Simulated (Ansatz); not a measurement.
# MnO2 (Pyrolusite): how robust is the cRPA U?

Wanted: the sensitivity and cost of U and J for MnO2 (Pyrolusite).

Main program and level: Ansatz 0.2.0; constrained RPA on LDA, plane waves, PAW.

### 1. Starting point

The structure is tetragonal, space group P4_2/mnm (No. 136). Conventional cell: a = 4.398 Å, b = 4.398 Å, c = 2.873 Å, α = 90.00°, β = 90.00°, γ = 90.00°. Nearest to Mn lie 6 O at 1.88 to 1.90 Å. O has 3 Mn at 1.88 to 1.90 Å nearest. Farther neighbours and most contacts between anions are not listed.

The cell and positions come from the Crystallography Open Database and are kept as given unless a step says otherwise. The program's search for lower electronic states was switched off, so nothing shows that the state found is the lowest. The default PAW set here is soft_2. Its files were made with PBE.

### 2. Base: Mn d, bands v3 to c7, 4×4×6 mesh, medium accuracy

Constrained RPA screens the interaction with every transition except those inside the target bands, which a later many-body model would treat itself.

The input, input.yaml:

```yaml
crystal:
  lattice:
    - [2.19915, 2.19915, 3.11006776]
    - [-2.19915, -2.19915, 3.11006776]
    - [2.03151778, -2.03151778, 0.0]
  atoms:
    - { symbol: Mn, position: [0.0, 0.0, 0.0] }
    - { symbol: Mn, position: [0.5, 0.5, 0.5] }
    - { symbol: O, position: [0.30515, 0.30515, 0.0] }
    - { symbol: O, position: [0.19485, 0.80515, 0.5] }
    - { symbol: O, position: [0.69485, 0.69485, 0.0] }
    - { symbol: O, position: [0.80515, 0.19485, 0.5] }
kpoints:
  mp_grid: { grid: [8, 8, 12] }
hamiltonian:
  xc: lda
scf:
  occupations: { method: gaussian, width: 0.08 }
  n_extra_bands: 24
  max_iter: 150
  lower_state_search: "off"
output:
  crpa:
    kmesh: [4, 4, 6]
    target_bands: [v3, c7]
    projections: [{ species: Mn, l: d, shell: 3 }]
  local_orbitals:
    kmesh: [8, 8, 12]
    orbitals: [{ species: Mn, l: d, shell: 3 }]
    window: { bands: [v3, c7] }
    seedname: lo
```

Started as:

```console
$ ansatz run input.yaml --threads 8 --pin off --max-ram 14745MiB --backend cpu --events-out ev --progress --plain --runs-dir out
```

Numbers of over 12 decimals in the logs are rounded to 6 here.

Output:

```text
scf.n_extra_bands = 24 over 27 filled bands (N_el = 54.0): the run solves 51 bands
Engine: ansatz 0.2.0, aarch64-unknown-linux-gnu
Pseudopotentials: kind: paw
Pseudopotential: Mn, paw, valence charge 15, recommended cutoff 420 eV (normal), Mn.paw.azcp
Pseudopotential: O, paw, valence charge 6, recommended cutoff 420 eV (normal), O.paw.azcp
Functional definition: SPW92
  exchange = slater_x
  correlation = pw_c
Crystal: 6 atoms, lattice volume = 55.578 Å³
Basis set: ecut = 420 eV, 1073 PW (Γ)
Bands: 51, of which v1, the nominal top of the filled ones, is band 27 counted from 1 (26 counted from 0)
Symmetry: 16 space group operations
Space group: P42/mnm (ITA 136), of the structure as read, at distance tolerance 3.8e-5 Å
k-points: 105 of 768
Non-local potential: Mn, projectors of the file, l = 0: 3, l = 1: 2, l = 2: 3, l = 3: 1
Non-local potential: O, projectors of the file, l = 0: 2, l = 1: 2, l = 2: 1
PAW form: soft (Blöchl's): semilocal exchange-correlation on the pseudo side does not see the compensation charge
PAW frozen core: Mn, regenerated for the run's functional, and the local potential with it (the file was generated under x = pbe(κ = 0.804, μ = 0.219515), c = pbe(β = 0.066725))
PAW frozen core: O, regenerated for the run's functional, and the local potential with it (the file was generated under x = pbe(κ = 0.804, μ = 0.219515), c = pbe(β = 0.066725))
PAW one-centre angular grid: Mn, 590 points (default); XC on 64 Gauss nodes
PAW one-centre angular grid: O, 110 points (default); XC on 64 Gauss nodes
Initial density: superposition of atomic densities (neutral atoms: chi_scale 0, normalization atom), corrected by the library's trained network
Initial wavefunctions: pseudopotential atomic-orbital guess
Functional: x = slater, c = lda
SCF iter   1: F=—  HF=-9902.740501 eV  |F-HF|=—  |Δ(HF+E_count)|=         —  Δρ=2.17e-2  dr2=1.86e-1  ethr=1.77e-3  ⟨swp⟩=5.4  Hψ=21019  notcnv=0  defer=692
preconditioner: auto → LDOS  [metal: Δε(μ)=0.002 eV  Ē_g=19.987 eV  σ=0.080 eV  W_gap=0.02  n_scr=18 (ndim 8)  ℏωp=30.7 eV  f_vac=0.033  D(μ)=10.29/eV (n_scr^D=180)  β→1.0]
SCF iter   2: F=—  HF=-9902.708044 eV  |F-HF|=—  |Δ(HF+E_count)|=   3.25e-2  Δρ=1.30e-2  dr2=4.66e-2  ethr=3.44e-4  ⟨swp⟩=2.3  Hψ=8782  notcnv=0  defer=1784
SCF iter   3: F=—  HF=-9902.694188 eV  |F-HF|=—  |Δ(HF+E_count)|=   1.39e-2  Δρ=4.28e-3  dr2=3.35e-3  ethr=8.64e-5  ⟨swp⟩=2.0  Hψ=7139  notcnv=0  defer=1784
SCF iter   4: F=—  HF=-9902.693389 eV  |F-HF|=—  |Δ(HF+E_count)|=   7.99e-4  Δρ=2.60e-3  dr2=1.42e-3  ethr=6.21e-6  ⟨swp⟩=2.0  Hψ=6589  notcnv=0  defer=1784
SCF iter   5: F=—  HF=-9902.693092 eV  |F-HF|=—  |Δ(HF+E_count)|=   2.97e-4  Δρ=8.71e-4  dr2=3.50e-4  ethr=2.64e-6  ⟨swp⟩=1.0  Hψ=3571  notcnv=0  defer=1784
[...]
cRPA screening: q 23/96 (q-point 11)
cRPA screening: q 27/96 (q-point 12)
cRPA screening: q 31/96 (q-point 13)
[...]
cRPA screening: q 91/96 (q-point 61)
cRPA screening: q 92/96 (q-point 62)
cRPA screening: q 94/96 (q-point 63)
cRPA screening: q 96/96 (q-point 64)
SCF converged after 8 iterations
Free energy (F): -9902.693052 eV
Harris-Foulkes:  -9902.693052 eV  (|F-HF|=5.54e-8)
Internal energy: -9902.657313 eV  (E = F + TS)
E sigma→0 (E₀):  -9902.675183 eV
Entropy (-TS):   -0.035739 eV (-5.956 meV/atom)
Fermi energy:    10.518110 eV
--- Per-component energies (eV) ---
  E_band       = -587.063569
  E_kinetic    = 1296.259075
  E_local      = -5473.791299  (includes V_loc(G=0)·N_el)
  E_nonlocal   = 676.531132
  E_hartree    = 2147.221874
  E_xc         = -514.104868
  E_vxc        = -661.249153  (∫ρ·V_xc dr)
  E_paw        = -3057.982492  (= ΣΔE_a)
  E_vpaw       = -719.245011  (= ΣTr[D̂ρ^β])
  E_aug_tail   = 0.009873  (compensation charges beyond the density's cutoff)
  E_ewald      = -4977.956201
  E_core_change = 1.155592  (= ΣΔE_core)
  E_smearing   = -0.035739  (= −TS)
  E_closure    = -0.000000  (closes the sum)
  Σ components = -9902.693052   (vs F -9902.693052, Δ=0.00e0)
--- Band table (eV; the first three rows and the last of 105) ---
  k-point 0: bands = [... 23 lower, 9.2977, 9.5265, 9.8561, 9.8561, 9.9199, 10.0175, 11.5442, 11.8634, ... 20 higher]
  k-point 1: bands = [... 23 lower, 9.3276, 9.8020, 9.9060, 9.9732, 10.1446, 10.1446, 11.6661, 11.8237, ... 20 higher]
  k-point 2: bands = [... 23 lower, 9.3232, 9.6771, 10.0592, 10.1646, 10.5869, 10.5869, 11.7069, 11.9552, ... 20 higher]
  k-point 104: bands = [... 23 lower, 8.5614, 10.3623, 10.3623, 10.4648, 10.4648, 10.9096, 10.9096, 13.2231, ... 20 higher]
--- cRPA (band scheme, projected local orbitals): target bands 25..34 (1-based), 10 Wannier function(s), 4×4×6 mesh, 68 bands' worth read of 73 solved, ecut_chi 136.0 eV, v(q+G=0) probe_charge, pair densities all_electron ---
  bands read: the sum over 68 bands ends inside a degenerate multiplet in 2 slots, whose members it reads at an even weight; the widest, k=2: bands 68 to 69 (counted from 1) at 1/2 each
  χ-basis size per q: N_G = 190..208
  window electrons = 6.0000, filled by tetrahedron_uncorrected; constrained ε̄⁻¹(q = 0, 0) head = 0.160958; min gauge Gram eig = 0.5075
  Kanamori averages over each shell's own Wannier functions (sites counted from 0, functions from 1):
  Each shell's averages of U are screened by what lies outside the whole window alone: parameters of one model of all the shells.
    Site 0, 3D, 5 of 5 d orbitals (Wannier functions 1, 2, 3, 4, 5; wannier90's mr 1, 2, 3, 4, 5):
      screened: U = 3.0956 eV, U' = 2.2207 eV, J = 0.4155 eV
      screened, to within: U = 7.1e-3 eV, U' = 7.1e-3 eV, J = 7.0e-4 eV
      bare: V = 17.5882 eV, V' = 16.3288 eV, J = 0.5585 eV
    Site 1, 3D, 5 of 5 d orbitals (Wannier functions 6, 7, 8, 9, 10; wannier90's mr 1, 2, 3, 4, 5):
      screened: U = 3.0657 eV, U' = 2.2281 eV, J = 0.4229 eV
      screened, to within: U = 6.9e-3 eV, U' = 6.9e-3 eV, J = 7.5e-4 eV
      bare: V = 17.4852 eV, V' = 16.3545 eV, J = 0.5842 eV
  Hermiticity witness max|P − P†| over intra, direct and exchange elements: 8.88e-15 eV (screened), 1.04e-17 eV (bare)
  Reality witness max|Im| over intra, direct and exchange elements: 1.10e-11 eV (screened), 3.98e-12 eV (bare)
```

It took 8.1 min on 8 threads of Arm Neoverse V2, shared host; peak memory 0.82 GiB; 62 min of CPU time.

Numbers from this step:

```
U                                                 : 3.096 eV
U prime (inter-orbital)                           : 2.221 eV
J                                                 : 0.4155 eV
bare V                                            : 17.59 eV
bare J                                            : 0.5585 eV
stated bound on U                                 : 0.007082 eV
U over bare V                                     : 0.1760
electrons in the window                           : 6.000
head of the constrained inverse dielectric matrix : 0.1610
least eigenvalue of the projection's overlap      : 0.5075
target functions                                  : 10
bands in the sums                                 : 68
r.m.s. miss of the model bands                    : 0.001121 eV
width of the target bands                         : 5.416 eV
weight of the projected orbitals in the window    : 0.7118
```

On the Mn d shell, screening brings the on-site interaction from 17.6 eV down to U = 3.10 eV.

### 3. Changed: 2×2×4 mesh

input.yaml, as its differences from that of step 2:

```diff
@@ -23,9 +23,4 @@
   crpa:
-    kmesh: [4, 4, 6]
+    kmesh: [2, 2, 4]
     target_bands: [v3, c7]
     projections: [{ species: Mn, l: d, shell: 3 }]
-  local_orbitals:
-    kmesh: [8, 8, 12]
-    orbitals: [{ species: Mn, l: d, shell: 3 }]
-    window: { bands: [v3, c7] }
-    seedname: lo
```

Output:

```text
[...]
Crystal: 6 atoms, lattice volume = 55.578 Å³
Basis set: ecut = 420 eV, 1073 PW (Γ)
Bands: 51, of which v1, the nominal top of the filled ones, is band 27 counted from 1 (26 counted from 0)
[... 1 set-up line as in the run before ...]
[...]
k-points: 105 of 768
[...]
SCF iter   1: F=—  HF=-9902.740501 eV  |F-HF|=—  |Δ(HF+E_count)|=         —  Δρ=2.17e-2  dr2=1.86e-1  ethr=1.77e-3  ⟨swp⟩=5.4  Hψ=21019  notcnv=0  defer=692
[...]
SCF iter   8: F=-9902.693052 eV  HF=-9902.693052 eV  |F-HF|=5.54e-8  |Δ(HF+E_count)|=   5.46e-7  Δρ=1.31e-5  dr2=9.48e-8  ethr=1.85e-10  ⟨swp⟩=9.0  Hψ=26791  notcnv=0
SCF 1 converged in 8 iterations: F = -9902.693052 eV  dr2 = 9.48e-8
[...]
NSCF: frozen V_eff on 9 k-points
[...]
cRPA screening: q 1/16
cRPA screening: q 2/16
cRPA screening: q 4/16 (q-point 3)
cRPA screening: q 5/16
cRPA screening: q 7/16 (q-point 6)
cRPA screening: q 11/16 (q-point 7)
cRPA screening: q 13/16
cRPA screening: q 14/16
cRPA screening: q 16/16 (q-point 15)
SCF converged after 8 iterations
Free energy (F): -9902.693052 eV
[...]
Internal energy: -9902.657313 eV  (E = F + TS)
E sigma→0 (E₀):  -9902.675183 eV
Entropy (-TS):   -0.035739 eV (-5.956 meV/atom)
Fermi energy:    10.518110 eV
[...]
--- Band table (eV; the first three rows and the last of 105) ---
  k-point 0: bands = [... 23 lower, 9.2977, 9.5265, 9.8561, 9.8561, 9.9199, 10.0175, 11.5442, 11.8634, ... 20 higher]
  k-point 1: bands = [... 23 lower, 9.3276, 9.8020, 9.9060, 9.9732, 10.1446, 10.1446, 11.6661, 11.8237, ... 20 higher]
  k-point 2: bands = [... 23 lower, 9.3232, 9.6771, 10.0592, 10.1646, 10.5869, 10.5869, 11.7069, 11.9552, ... 20 higher]
  k-point 104: bands = [... 23 lower, 8.5614, 10.3623, 10.3623, 10.4648, 10.4648, 10.9096, 10.9096, 13.2231, ... 20 higher]
[...]
χ-basis size per q: N_G = 190..209
[...]
screened: U = 3.0748 eV, U' = 2.1879 eV, J = 0.4218 eV
      screened, to within: U = 6.6e-3 eV, U' = 6.5e-3 eV, J = 7.0e-4 eV
      bare: V = 17.8213 eV, V' = 16.5487 eV, J = 0.5645 eV
[...]
screened: U = 3.0465 eV, U' = 2.1949 eV, J = 0.4288 eV
      screened, to within: U = 6.4e-3 eV, U' = 6.4e-3 eV, J = 7.4e-4 eV
      bare: V = 17.7203 eV, V' = 16.5739 eV, J = 0.5898 eV
[...]
```

Wall time 33 s (8 threads); peak memory 0.68 GiB.

This step gave:

```
U                                                 : 3.075 eV
U prime (inter-orbital)                           : 2.188 eV
J                                                 : 0.4218 eV
bare V                                            : 17.82 eV
bare J                                            : 0.5645 eV
stated bound on U                                 : 0.006512 eV
U over bare V                                     : 0.1725
electrons in the window                           : 6.000
head of the constrained inverse dielectric matrix : 0.1416
least eigenvalue of the projection's overlap      : 0.5075
target functions                                  : 10
bands in the sums                                 : 68
width of the target bands                         : 5.416 eV
weight of the projected orbitals in the window    : 0.7118
```

On the Mn d shell, screening brings the on-site interaction from 17.8 eV down to U = 3.07 eV.

### 4. Changed: accuracy high

input.yaml, as its differences from that of step 3:

```diff
@@ -23,4 +23,5 @@
   crpa:
-    kmesh: [2, 2, 4]
+    kmesh: [4, 4, 6]
     target_bands: [v3, c7]
     projections: [{ species: Mn, l: d, shell: 3 }]
+    accuracy: high
```

Output:

```text
[...]
Crystal: 6 atoms, lattice volume = 55.578 Å³
Basis set: ecut = 420 eV, 1073 PW (Γ)
Bands: 51, of which v1, the nominal top of the filled ones, is band 27 counted from 1 (26 counted from 0)
[... 1 set-up line as in the run before ...]
[...]
k-points: 105 of 768
[...]
χ-basis size per q: N_G = 190..208
[...]
screened: U = 3.0963 eV, U' = 2.2212 eV, J = 0.4156 eV
      screened, to within: U = 6.0e-4 eV, U' = 5.9e-4 eV, J = 7.4e-5 eV
      bare: V = 17.5882 eV, V' = 16.3288 eV, J = 0.5585 eV
[...]
screened: U = 3.0664 eV, U' = 2.2286 eV, J = 0.4230 eV
      screened, to within: U = 5.8e-4 eV, U' = 5.8e-4 eV, J = 7.9e-5 eV
      bare: V = 17.4852 eV, V' = 16.3545 eV, J = 0.5842 eV
[...]
[key lines of the parts left out:]
SCF converged after 8 iterations
Free energy (F): -9902.693052 eV
Fermi energy:    10.518110 eV
```

Run time: 13 min. Hardware: 8 threads; peak memory 0.91 GiB.

This step gave:

```yaml
u: 3.096 eV
u_prime_inter_orbital: 2.221 eV
j: 0.4156 eV
bare_v: 17.59 eV
bare_j: 0.5585 eV
stated_bound_on_u: 5.95e-4 eV
u_over_bare_v: 0.1760
electrons_in_the_window: 6.000
head_of_the_constrained_inverse_dielectric_matrix: 0.1610
least_eigenvalue_of_the_projection_s_overlap: 0.5075
target_functions: 10
bands_in_the_sums: 68
width_of_the_target_bands: 5.416 eV
weight_of_the_projected_orbitals_in_the_window: 0.7118
```

On the Mn d shell, screening brings the on-site interaction from 17.6 eV down to U = 3.10 eV.

### 5. Changed: smooth pair densities

input.yaml, as its differences from that of step 4:

```diff
@@ -26,2 +26,2 @@
     projections: [{ species: Mn, l: d, shell: 3 }]
-    accuracy: high
+    pair_densities: pseudo
```

Output:

```text
[...]
Crystal: 6 atoms, lattice volume = 55.578 Å³
Basis set: ecut = 420 eV, 1073 PW (Γ)
Bands: 51, of which v1, the nominal top of the filled ones, is band 27 counted from 1 (26 counted from 0)
[... 1 set-up line as in the run before ...]
[...]
k-points: 105 of 768
[...]
screened, to within: U = 1.2e-3 eV, U' = 1.2e-3 eV, J = 1.3e-4 eV
      screened, sum over states alone: U = 3.3955 eV, U' = 2.3121 eV, J = 0.5206 eV
      bare: V = 17.5882 eV, V' = 16.3288 eV, J = 0.5585 eV
[...]
screened: U = 3.0972 eV, U' = 2.2245 eV, J = 0.4404 eV
      screened, to within: U = 1.1e-3 eV, U' = 1.1e-3 eV, J = 1.4e-4 eV
      screened, sum over states alone: U = 3.3646 eV, U' = 2.3198 eV, J = 0.5283 eV
      bare: V = 17.4852 eV, V' = 16.3545 eV, J = 0.5842 eV
[...]
[key lines of the parts left out:]
SCF converged after 8 iterations
Free energy (F): -9902.693052 eV
Fermi energy:    10.518110 eV
```

Elapsed: 12 min, on 8 threads; peak memory 0.73 GiB.

Numbers from this step:

| Property | Result |
| --- | --- |
| U | 3.127 eV |
| U prime (inter-orbital) | 2.217 eV |
| J | 0.4330 eV |
| bare V | 17.59 eV |
| bare J | 0.5585 eV |
| stated bound on U | 0.001134 eV |
| U over bare V | 0.1778 |
| electrons in the window | 6.000 |
| head of the constrained inverse dielectric matrix | 0.1611 |
| least eigenvalue of the projection's overlap | 0.5075 |
| target functions | 10 |
| bands in the sums | 68 |
| width of the target bands | 5.416 eV |
| weight of the projected orbitals in the window | 0.7118 |

On the Mn d shell, screening brings the on-site interaction from 17.6 eV down to U = 3.13 eV.

### 6. Changed: orbitals of another atom

input.yaml, as its differences from that of step 5:

```diff
@@ -25,3 +25,2 @@
     target_bands: [v3, c7]
-    projections: [{ species: Mn, l: d, shell: 3 }]
-    pair_densities: pseudo
+    projections: [{ species: O, l: p }]
```

Output:

```text
Error: invalid value for `output.crpa.projections`: 12 orbital(s) selected but the target window spans 10 band(s); name one orbital per band of it
```

The job ended after 0.1 s (8 threads; peak memory 0.074 GiB).

The program refused the input before any cycle.

The program's message: “Error: invalid value for `output.crpa.projections`: 12 orbital(s) selected but the target window spans 10 band(s); name one orbital per band of it”

The fault put into this input: trial orbitals that do not match the target bands.

### 7. Side by side

Times are wall times on 8 threads of Arm Neoverse V2, shared host, good to a factor of about two.

| run | bare V (eV) | U (eV) | J (eV) | bound on U (eV) | width (eV) | time |
| --- | --- | --- | --- | --- | --- | --- |
| target window | 17.59 | 3.096 | 0.415 | 0.0071 | 5.42 | 8.1 min |
| 2×2×4 mesh | 17.82 | 3.075 | 0.422 | 0.0065 | 5.42 | 33 s |
| accuracy high | 17.59 | 3.096 | 0.416 | 0.0006 | 5.42 | 13 min |
| smooth pair densities | 17.59 | 3.127 | 0.433 | 0.0011 | 5.42 | 12 min |

### 8. Summary of results

```json
{
 "target window": "U 3.10 eV, J 0.42 eV",
 "2×2×4 mesh": "U 3.07 eV, J 0.42 eV",
 "accuracy high": "U 3.10 eV, J 0.42 eV",
 "smooth pair densities": "U 3.13 eV, J 0.43 eV"
}
```

**Reading.** 2×2×4 mesh moves U by −0.02 eV at 0.069 times the time. Accuracy high moves U by +0.001 eV (within the solver's bounds, for the mean over orbitals). Smooth pair densities moves U by +0.03 eV. The printed bound covers the solver alone, not the mesh, and no denser mesh than the base was run. The parent state is non-magnetic and the interaction static (zero frequency); U depends on the window and the orbitals, so it belongs to this model alone.

[Paths, hosts, dates, memory and timing lines, banners, echoed tables and standing remarks are left out of the program output.]

[Logs are printed without paths, hosts, clocks, repeated set-up lines and the standing remarks that a program may print on its own settings, such as how far it seeks lower states.]

[Runs of the session that timed out or met a known fault of the program may be left out.]

[Hosts, paths, dates, database ids (printed as entryN), source tags and the programs' standing remarks are cut or masked in the printed files.]
